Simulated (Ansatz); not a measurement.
## TcSn (hypothetical, Pm-3m): phonons against volume

Aim: how the vibrations of TcSn (hypothetical) shift with volume, and the expansion that follows. The crystal structure is hypothetical: it was made by swapping elements on a known structure type.

Program: Ansatz 0.2.0. Level of theory: DFT PBEsol, scalar-relativistic, plane waves, PAW. Results are calculated unless marked as measured.

Most raw output is cut from this account.

### Step 1. Starting point

The structure is cubic, space group Pm-3m (No. 221). Conventional cell: a = 2.958 Å, b = 2.958 Å, c = 2.958 Å, α = 90.00°, β = 90.00°, γ = 90.00°. Nearest to Sn lie 8 Tc at 2.56 Å. Nearest to Tc lie 8 Sn at 2.56 Å. Farther neighbours are not listed.

### Step 2. Probe on a coarse mesh

A cheap single point shows whether the cell is a metal or an insulator and how far it is from rest; that sets the k-mesh and the occupations of what follows.

Contents of input.yaml:

```yaml
crystal:
  lattice:
    - [2.95821, 0.0, 0.0]
    - [0.0, 2.95821, 0.0]
    - [0.0, 0.0, 2.95821]
  atoms:
    - { symbol: Sn, position: [0.0, 0.0, 0.0] }
    - { symbol: Tc, position: [0.5, 0.5, 0.5] }
kpoints:
  mp_grid: { grid: [6, 6, 6] }
hamiltonian:
  xc: pbesol
scf:
  occupations: { method: gaussian, width: 0.1 }
output:
  forces: true
  stress: true
  eigenvalues: true
```

The run is started by

```
$ ansatz run input.yaml --threads 4 --pin off --max-ram 8192MiB --backend cpu --events-out ev --progress --plain --runs-dir out
```

Run time: 0.39 s. Hardware: 4 threads of Arm Neoverse V2, shared host; peak memory 0.28 GiB.

This step gave:

```yaml
pressure: 88.93 GPa
volume_per_atom: 12.94 Å³
gap_on_the_k_mesh: 0 eV
```

The start is under 89 GPa at this level and looks like a metal on this mesh.

### Step 3. A loose first relaxation

The start is far from rest, so a relaxation with loose thresholds first brings it near the minimum.

input.yaml: that of step 2 with these lines changed.

```diff
@@ -18 +18,6 @@
   eigenvalues: true
+relax:
+  adjacent_minimum: "off"
+  f_tol: 0.05
+  max_steps: 80
+  cell: { stress_tol: 0.5 }
```

The job ended after 2.1 s (4 threads; peak memory 0.31 GiB).

The steps of the relaxation:

| step | energy less that of the first step (eV) | largest force component (eV/Å) | pressure (GPa) | volume (Å³) |
| --- | --- | --- | --- | --- |
| 1 | 0.0000 | 0.0000 | 88.93 | 25.89 |
| 2 | -1.3613 | 0.0000 | 27.79 | 29.86 |
| 3 | -1.5990 | 0.0000 | 7.58 | 32.10 |
| 4 | -1.6240 | 0.0000 | -0.34 | 33.25 |
| 5* | -1.6427 | 0.0000 | 0.78 | 33.25 |
| 6 | -1.6430 | 0.0000 | 0.05 | 33.37 |
| 7* | -1.6430 | 0.0000 | 0.05 | 33.37 |

Relaxation steps marked * repeat the geometry before them on a plane-wave basis chosen anew for their cell, so energy and pressure can jump there.

The run keeps the 48 symmetry operations that it works with, so distortions that break them were not tested.

| conventional cell, symmetrised | before | after | change |
| --- | --- | --- | --- |
| a (Å) | 2.958 | 3.220 | +8.8 % |
| b (Å) | 2.958 | 3.220 | +8.8 % |
| c (Å) | 2.958 | 3.220 | +8.8 % |
| volume (Å³/atom) | 12.94 | 16.69 | +28.9 % |

The relaxed structure:

```
Sn Tc
1.0
     3.21958    0.00000    0.00000
     0.00000    3.21958    0.00000
     0.00000    0.00000    3.21958
Sn Tc
1 1
Direct
  0.00000 0.00000 0.00000
  0.50000 0.50000 0.50000
```

Numbers from this step:

- pressure: 0.04520 GPa
- volume per atom: 16.69 Å³

The relaxation ends with a pressure of 0.05 GPa.

### Step 4. Relaxation

Phonons are second derivatives about a minimum, so cell and atoms are relaxed first, inside the symmetry of the start.

Contents of input.yaml:

```yaml
crystal:
  lattice:
    - [3.2195805926, 0.0, 0.0]
    - [0.0, 3.2195805926, 0.0]
    - [0.0, 0.0, 3.2195805926]
  atoms:
    - { symbol: Sn, position: [0.0, 0.0, 0.0] }
    - { symbol: Tc, position: [0.5, 0.5, 0.5] }
kpoints:
  mp_grid: { grid: [14, 14, 14] }
hamiltonian:
  xc: pbesol
scf:
  occupations: { method: gaussian, width: 0.1 }
output:
  forces: true
  stress: true
  eigenvalues: true
  write_density: true
  write_potential: true
  elf: true
  volumetric_format: npy
relax:
  adjacent_minimum: "off"
  f_tol: 0.005
  max_steps: 80
  cell: { stress_tol: 0.05 }
```

The job ended after 4.7 s (4 threads; peak memory 0.41 GiB; 17 s of CPU time).

Little changed from the start: no atom moved by 0.005 Å and no cell edge by 0.1 %.

This step gave:

```yaml
pressure: -0.002216 GPa
volume_per_atom: 16.72 Å³
```

Electrostatic potential energy in the ac plane at fractional y = 0.500, with atoms of Tc within 0.2 Å of it. With pseudopotentials it is smooth inside the atoms' cores, unlike the true potential.

Values in eV, 14 rows by 14 columns, each cell a mean:
```
  19   19   19   20   20   19   19   19   19   19   20   20   19   19
  19   19   19   19   18   16   15   15   15   17   18   19   19   19
  20   20   19   17   14   10    6    4    6   11   15   17   19   20
  20   20   18   14    7   -6  -20  -26  -19   -3    9   15   18   20
  20   19   16   10   -7  -41  -71  -81  -67  -32   -3   11   17   19
  20   19   14    4  -26  -80 -117 -127 -114  -67  -19    6   15   19
  20   18   14    2  -35  -95 -127 -127 -127  -81  -26    4   15   19
  20   19   14    4  -28  -83 -119 -127 -117  -71  -20    6   15   19
  20   19   16    8  -11  -50  -83  -95  -80  -41   -6   10   16   19
  20   20   17   13    5  -11  -28  -35  -26   -7    7   14   18   20
  20   20   19   17   13    8    4    2    4   10   14   17   19   20
  19   19   19   19   17   16   14   14   14   16   18   19   19   19
  19   19   19   20   20   19   19   18   19   19   20   20   19   19
  19   19   19   20   20   20   20   20   20   20   20   20   19   19
```
Columns run along a (3.2 Å; values clipped at the 3rd and 97th percentile), rows up along c (3.2 Å). Atoms in or near the plane, at fractional coordinates: Tc at (0.50, 0.50).

ELF in the ac plane at fractional y = 0.500, with atoms of Tc within 0.2 Å of it. It is the smooth field of the valence electrons, not physical close to the nuclei.

Ten even steps from '0' (0.21) to '9' (0.75):
```
01111111111111111
11111000000001111
11100000000000011
21100013333100011
21000267887620001
21001699999961001
21003799669973001
21003896006983001
21003896006983001
21003799669973001
21001699999961001
21000267887620001
21100013333100011
11100000000000011
11111000000001111
01111111111111111
00112222222222110
```
Columns run along a (3.2 Å), rows up along c (3.2 Å). Atoms in or near the plane, at fractional coordinates: Tc at (0.50, 0.50).

Valence density in the ac plane at fractional y = 0.500, with atoms of Tc within 0.2 Å of it. It is the smooth field of the valence electrons, not physical close to the nuclei.

Ten even steps from '0' (0.2 e/Å³) to '9' (7.5 e/Å³):
```
00000000000000000
00000000000000000
00000000000000000
00000001111000000
00000013443100000
00000146776410000
00001369999631000
00001479889741000
00001479889741000
00001369999631000
00000146776410000
00000013443100000
00000001111000000
00000000000000000
00000000000000000
00000000000000000
00000000000000000
```
Columns run along a (3.2 Å), rows up along c (3.2 Å). Atoms in or near the plane, at fractional coordinates: Tc at (0.50, 0.50).

### Step 5. Tight relaxation

The thresholds are tightened for a last relaxation ahead of the phonons, and where mesh or smearing change with them the cell follows.

Contents of input.yaml:

```yaml
crystal:
  lattice:
    - [3.2217568245, 0.0, 0.0]
    - [0.0, 3.2217568245, 0.0]
    - [0.0, 0.0, 3.2217568245]
  atoms:
    - { symbol: Sn, position: [0.0, 0.0, 0.0] }
    - { symbol: Tc, position: [0.5, 0.5, 0.5] }
kpoints:
  mp_grid: { grid: [16, 16, 16] }
hamiltonian:
  xc: pbesol
scf:
  occupations: { method: methfessel_paxton, width: 0.2 }
output:
  forces: true
  stress: true
  eigenvalues: true
relax:
  adjacent_minimum: "off"
  f_tol: 0.001
  max_steps: 60
  cell: { stress_tol: 0.01 }
```

Wall time 5.7 s (4 threads); peak memory 0.44 GiB; 21 s of CPU time.

Little changed from the start: no atom moved by 0.005 Å and no cell edge by 0.1 %.

This step gave:

* pressure: -4.87e-4 GPa
* volume per atom: 16.71 Å³

The residual pressure is -4.9e-4 GPa, small enough for phonons.

### Step 6. Phonons, V/V0 1

Phonons at this volume give one point of F(V, T); meshes stay fixed along the series.

Contents of input.yaml:

```yaml
crystal:
  lattice:
    - [3.2211856617, 0.0, 0.0]
    - [0.0, 3.2211856617, 0.0]
    - [0.0, 0.0, 3.2211856617]
  atoms:
    - { symbol: Sn, position: [0.0, 0.0, 0.0] }
    - { symbol: Tc, position: [0.5, 0.5, 0.5] }
kpoints:
  mp_grid: { grid: [16, 16, 16] }
hamiltonian:
  xc: pbesol
scf:
  occupations: { method: methfessel_paxton, width: 0.2 }
output:
  eigenvalues: true
phonons:
  method: dfpt
  qmesh: [4, 4, 4]
  temperatures: { t_max: 1000, t_step: 50 }
  qpath:
    path:
      - [[0.0, 0.0, 0.0], [0.0, 0.5, 0.0], [0.5, 0.5, 0.0], [0.0, 0.0, 0.0], [0.5, 0.5, 0.5], [0.0, 0.5, 0.0]]
      - [[0.5, 0.5, 0.5], [0.5, 0.5, 0.0]]
    npoints: 10
```

Wall time 9.2 min (4 threads); peak memory 4.3 GiB; 35 min of CPU time.

This step gave:

- Γ frequencies: 0, 0, 0, 189.4, 189.4, 189.4 cm⁻¹ (negative: imaginary)
- lowest frequency on the path: 0 cm⁻¹
- zero-point energy: 0.05213 eV/cell
- point group: m-3m
- highest frequency: 224.1 cm⁻¹
- Debye temperature from the second moment: 273 K

No LO-TO term. The phonon branches at the labelled points (cm⁻¹):

| point | branch 1 | branch 2 | branch 3 | branch 4 | branch 5 | branch 6 |
| --- | --- | --- | --- | --- | --- | --- |
| Γ | 0 | 0 | 0 | 189 | 189 | 189 |
| halfway | 63 | 63 | 119 | 167 | 167 | 189 |
| X | 101 | 101 | 135 | 135 | 172 | 189 |
| halfway | 108 | 109 | 124 | 128 | 199 | 204 |
| M | 83 | 95 | 95 | 120 | 224 | 224 |
| halfway | 74 | 90 | 134 | 155 | 167 | 197 |
| Γ | 0 | 0 | 0 | 189 | 189 | 189 |
| halfway | 92 | 92 | 121 | 177 | 180 | 180 |
| R | 95 | 95 | 95 | 184 | 184 | 184 |
| halfway | 97 | 102 | 120 | 159 | 193 | 201 |
| X | 101 | 101 | 135 | 135 | 172 | 189 |
| jump to R | 95 | 95 | 95 | 184 | 184 | 184 |
| halfway | 95 | 107 | 107 | 156 | 203 | 203 |
| M | 83 | 95 | 95 | 120 | 224 | 224 |

The phonon density of states has structure finer than the step of the table below, so its rows give means over 10 cm⁻¹, whole bins alone (the curve runs from 1 to 225 cm⁻¹). Peaks (cm⁻¹: height): 97.0: 0.127, 123.0: 0.0552, 191.0: 0.0929.

Tetrahedra on 20 20 20, mean over bins of 2 cm⁻¹. Table of phonon density of states by wavenumber; means over each step:

| wavenumber (cm⁻¹) | phonon density of states (1/cm⁻¹/cell) |
| --- | --- |
| 10 | 9.2e-5 |
| 20 | 5.5e-4 |
| 30 | 0.00136 |
| 40 | 0.00264 |
| 50 | 0.00451 |
| 60 | 0.00718 |
| 70 | 0.0110 |
| 80 | 0.0170 |
| 90 | 0.0348 |
| 100 | 0.109 |
| 110 | 0.0451 |
| 120 | 0.0381 |
| 130 | 0.0354 |
| 140 | 0.0246 |
| 150 | 0.0230 |
| 160 | 0.0330 |
| 170 | 0.0317 |
| 180 | 0.0252 |
| 190 | 0.0694 |
| 200 | 0.0548 |
| 210 | 0.0234 |
| 220 | 0.00834 |

Harmonic. Thermo, by row:

| T (K) | F_vib (meV/atom) | S (J/mol-atom/K) | C_V (J/mol-atom/K) |
| --- | --- | --- | --- |
| 0 | 26.06 | 0 | 0 |
| 50 | 25.56 | 3.66 | 8.558 |
| 100 | 21.27 | 12.93 | 17.82 |
| 150 | 12.42 | 20.92 | 21.3 |
| 200 | -0.13 | 27.28 | 22.78 |
| 250 | -15.65 | 32.45 | 23.52 |
| 300 | -33.62 | 36.78 | 23.94 |
| 350 | -53.66 | 40.49 | 24.2 |
| 400 | -75.5 | 43.73 | 24.37 |
| 450 | -98.92 | 46.61 | 24.49 |
| 500 | -123.8 | 49.19 | 24.57 |
| 550 | -149.9 | 51.54 | 24.64 |
| 600 | -177.1 | 53.69 | 24.68 |
| 650 | -205.5 | 55.66 | 24.72 |
| 700 | -234.8 | 57.5 | 24.75 |
| 750 | -265.1 | 59.2 | 24.78 |
| 800 | -296.1 | 60.8 | 24.8 |
| 850 | -328.1 | 62.31 | 24.81 |
| 900 | -360.7 | 63.73 | 24.83 |
| 950 | -394.1 | 65.07 | 24.84 |
| 1000 | -428.1 | 66.34 | 24.85 |

The modes has structure finer than the step of the table below, so its rows give means over 10 cm⁻¹, whole bins alone (the curve runs from -10 to 240 cm⁻¹). Peaks (cm⁻¹: height): Sn 98.6: 0.0370, 158.4: 0.0288, 191.4: 0.0533; Tc 98.6: 0.0810, 191.4: 0.0352.

Phonopy on the run's constants, 17x17x17 mesh, Gaussian sigma 2.0 cm⁻¹. The modes by wavenumber; means over each step; values in 1/cm⁻¹/cell:

| wavenumber (cm⁻¹) | Sn | Tc |
| --- | --- | --- |
| 0 | 3.3e-5 | 2.6e-5 |
| 10 | 4.7e-5 | 4.1e-5 |
| 20 | 3.7e-4 | 3.1e-4 |
| 30 | 7.4e-4 | 6.5e-4 |
| 40 | 0.00134 | 0.00121 |
| 50 | 0.00244 | 0.00234 |
| 60 | 0.00350 | 0.00367 |
| 70 | 0.00513 | 0.00583 |
| 80 | 0.00726 | 0.00934 |
| 90 | 0.0144 | 0.0238 |
| 100 | 0.0311 | 0.0717 |
| 110 | 0.0143 | 0.0328 |
| 120 | 0.0133 | 0.0252 |
| 130 | 0.0151 | 0.0199 |
| 140 | 0.0177 | 0.00775 |
| 150 | 0.0181 | 0.00510 |
| 160 | 0.0253 | 0.00723 |
| 170 | 0.0222 | 0.00904 |
| 180 | 0.0174 | 0.00986 |
| 190 | 0.0407 | 0.0264 |
| 200 | 0.0320 | 0.0222 |
| 210 | 0.0129 | 0.0110 |
| 220 | 0.00449 | 0.00448 |
| 230 | 1.1e-4 | 1.2e-4 |

No LO-TO term. The modes at Γ (shares of kinetic energy by element, %):

| mode | frequency (cm⁻¹) | symmetry | Sn % | Tc % |
| --- | --- | --- | --- | --- |
| 1 | 0.0 | T1u | 55 | 45 |
| 2 | 0.0 | T1u | 55 | 45 |
| 3 | 0.0 | T1u | 55 | 45 |
| 4 | 189.4 | T1u | 45 | 55 |
| 5 | 189.4 | T1u | 45 | 55 |
| 6 | 189.4 | T1u | 45 | 55 |

Displacements in mode 4 (189.4 cm⁻¹), the largest set to 1:
```
Sn1  0.00 -0.82  0.03
Tc2  0.00  1.00 -0.04
```

No mode is imaginary beyond numerical noise at the solved wavevectors.

### Step 7. A cell at another volume, V/V0 1.015

Symmetry fixes every atom, so a single point at the scaled cell gives the energy and pressure of this member.

The cell differs from the one that the last finished run ended in (a 3.221 → 3.237 Å, b 3.221 → 3.237 Å, c 3.221 → 3.237 Å).

input.yaml, the sections that differ from step 6:

```yaml
crystal:
  lattice:
    - [3.2372117248, 0.0, 0.0]
    - [0.0, 3.2372117248, 0.0]
    - [0.0, 0.0, 3.2372117248]
  atoms:
    - { symbol: Sn, position: [0.0, 0.0, 0.0] }
    - { symbol: Tc, position: [0.5, 0.5, 0.5] }
output:
  forces: true
  stress: true
  eigenvalues: true
# kpoints, hamiltonian, scf: as in step 6
# phonons: removed
```

Run time: 1.6 s. Hardware: 4 threads; peak memory 0.41 GiB; 5.8 s of CPU time.

This step gave:

| Item | Value |
| --- | --- |
| pressure | -2.705 GPa |
| volume per atom | 16.96 Å³ |

The run ends at a pressure of -2.70 GPa.

### Step 8. Lattice dynamics at this volume, V/V0 1.015

The same q-mesh and k-mesh are kept at every volume, so that much of their error can cancel in the differences.

input.yaml, the sections that differ from step 7:

```yaml
output:
  eigenvalues: true
phonons:
  method: dfpt
  qmesh: [4, 4, 4]
  temperatures: { t_max: 1000, t_step: 50 }
  qpath:
    path:
      - [[0.0, 0.0, 0.0], [0.0, 0.5, 0.0], [0.5, 0.5, 0.0], [0.0, 0.0, 0.0], [0.5, 0.5, 0.5], [0.0, 0.5, 0.0]]
      - [[0.5, 0.5, 0.5], [0.5, 0.5, 0.0]]
    npoints: 10
# crystal, kpoints, hamiltonian, scf: as in step 7
```

The job ended after 9.4 min (4 threads; peak memory 4.3 GiB).

No mode is imaginary beyond numerical noise at the solved wavevectors. The highest zone-centre mode (no LO–TO term) moved by -3.8 % for a volume change of +1.5 %.

### Step 9. Single point at a scaled cell, V/V0 0.985

The cell differs from the one that the last finished run ended in (a 3.237 → 3.205 Å, b 3.237 → 3.205 Å, c 3.237 → 3.205 Å).

input.yaml, the sections that differ from step 8:

```yaml
crystal:
  lattice:
    - [3.2049985259, 0.0, 0.0]
    - [0.0, 3.2049985259, 0.0]
    - [0.0, 0.0, 3.2049985259]
  atoms:
    - { symbol: Sn, position: [0.0, 0.0, 0.0] }
    - { symbol: Tc, position: [0.5, 0.5, 0.5] }
output:
  forces: true
  stress: true
  eigenvalues: true
# kpoints, hamiltonian, scf: as in step 8
# phonons: removed
```

It took 1.6 s on 4 threads; peak memory 0.41 GiB; 5.7 s of CPU time.

The run ends at a pressure of 2.97 GPa.

### Step 10. Lattice dynamics at this volume, V/V0 0.985

input.yaml, the sections that differ from step 9:

```yaml
output:
  eigenvalues: true
phonons:
  method: dfpt
  qmesh: [4, 4, 4]
  temperatures: { t_max: 1000, t_step: 50 }
  qpath:
    path:
      - [[0.0, 0.0, 0.0], [0.0, 0.5, 0.0], [0.5, 0.5, 0.0], [0.0, 0.0, 0.0], [0.5, 0.5, 0.5], [0.0, 0.5, 0.0]]
      - [[0.5, 0.5, 0.5], [0.5, 0.5, 0.0]]
    npoints: 10
# crystal, kpoints, hamiltonian, scf: as in step 9
```

The job ended after 9.2 min (4 threads; peak memory 4.2 GiB).

No mode is imaginary beyond numerical noise at the solved wavevectors. The highest zone-centre mode (no LO–TO term) moved by +3.9 % for a volume change of -1.5 %.

### Step 11. A cell at another volume, V/V0 1.03

The cell differs from the one that the last finished run ended in (a 3.205 → 3.253 Å, b 3.205 → 3.253 Å, c 3.205 → 3.253 Å).

input.yaml, the sections that differ from step 10:

```yaml
crystal:
  lattice:
    - [3.2530806633, 0.0, 0.0]
    - [0.0, 3.2530806633, 0.0]
    - [0.0, 0.0, 3.2530806633]
  atoms:
    - { symbol: Sn, position: [0.0, 0.0, 0.0] }
    - { symbol: Tc, position: [0.5, 0.5, 0.5] }
output:
  forces: true
  stress: true
  eigenvalues: true
# kpoints, hamiltonian, scf: as in step 10
# phonons: removed
```

Wall time 1.6 s (4 threads); peak memory 0.41 GiB; 5.7 s of CPU time.

The run ends at a pressure of -5.17 GPa.

### Step 12. Lattice dynamics at this volume, V/V0 1.03

input.yaml, the sections that differ from step 11:

```yaml
output:
  eigenvalues: true
phonons:
  method: dfpt
  qmesh: [4, 4, 4]
  temperatures: { t_max: 1000, t_step: 50 }
  qpath:
    path:
      - [[0.0, 0.0, 0.0], [0.0, 0.5, 0.0], [0.5, 0.5, 0.0], [0.0, 0.0, 0.0], [0.5, 0.5, 0.5], [0.0, 0.5, 0.0]]
      - [[0.5, 0.5, 0.5], [0.5, 0.5, 0.0]]
    npoints: 10
# crystal, kpoints, hamiltonian, scf: as in step 11
```

Elapsed: 9.5 min, on 4 threads; peak memory 4.4 GiB.

No mode is imaginary beyond numerical noise at the solved wavevectors. The highest zone-centre mode (no LO–TO term) moved by -7.4 % for a volume change of +3.0 %.

### Step 13. A cell at another volume, V/V0 0.97

The cell differs from the one that the last finished run ended in (a 3.253 → 3.189 Å, b 3.253 → 3.189 Å, c 3.253 → 3.189 Å).

input.yaml, the sections that differ from step 12:

```yaml
crystal:
  lattice:
    - [3.1886462081, 0.0, 0.0]
    - [0.0, 3.1886462081, 0.0]
    - [0.0, 0.0, 3.1886462081]
  atoms:
    - { symbol: Sn, position: [0.0, 0.0, 0.0] }
    - { symbol: Tc, position: [0.5, 0.5, 0.5] }
output:
  forces: true
  stress: true
  eigenvalues: true
# kpoints, hamiltonian, scf: as in step 12
# phonons: removed
```

Wall time 1.5 s (4 threads); peak memory 0.41 GiB; 5.3 s of CPU time.

The run ends at a pressure of 6.23 GPa.

### Step 14. Phonons, V/V0 0.97

input.yaml, the sections that differ from step 13:

```yaml
output:
  eigenvalues: true
phonons:
  method: dfpt
  qmesh: [4, 4, 4]
  temperatures: { t_max: 1000, t_step: 50 }
  qpath:
    path:
      - [[0.0, 0.0, 0.0], [0.0, 0.5, 0.0], [0.5, 0.5, 0.0], [0.0, 0.0, 0.0], [0.5, 0.5, 0.5], [0.0, 0.5, 0.0]]
      - [[0.5, 0.5, 0.5], [0.5, 0.5, 0.0]]
    npoints: 10
# crystal, kpoints, hamiltonian, scf: as in step 13
```

The job ended after 9.1 min (4 threads; peak memory 4.2 GiB).

No mode is imaginary beyond numerical noise at the solved wavevectors. The highest zone-centre mode (no LO–TO term) moved by +7.8 % for a volume change of -3.0 %.

### Step 15. A cell at another volume, V/V0 1.05

The cell differs from the one that the last finished run ended in (a 3.189 → 3.274 Å, b 3.189 → 3.274 Å, c 3.189 → 3.274 Å).

input.yaml, the sections that differ from step 14:

```yaml
crystal:
  lattice:
    - [3.2740013712, 0.0, 0.0]
    - [0.0, 3.2740013712, 0.0]
    - [0.0, 0.0, 3.2740013712]
  atoms:
    - { symbol: Sn, position: [0.0, 0.0, 0.0] }
    - { symbol: Tc, position: [0.5, 0.5, 0.5] }
output:
  forces: true
  stress: true
  eigenvalues: true
# kpoints, hamiltonian, scf: as in step 14
# phonons: removed
```

Run time: 1.6 s. Hardware: 4 threads; peak memory 0.41 GiB; 5.8 s of CPU time.

The run ends at a pressure of -8.15 GPa.

(Continued in part 2 of 2.)

[Logs are printed without paths, hosts, clocks, repeated set-up lines and the standing remarks that a program may print on its own settings, such as how far it seeks lower states.]

[Hosts, paths, dates, database ids (printed as entryN), source tags and the programs' standing remarks are cut or masked in the printed files.]

[A step with changed settings may run another functional than the one named; its input shows which.]


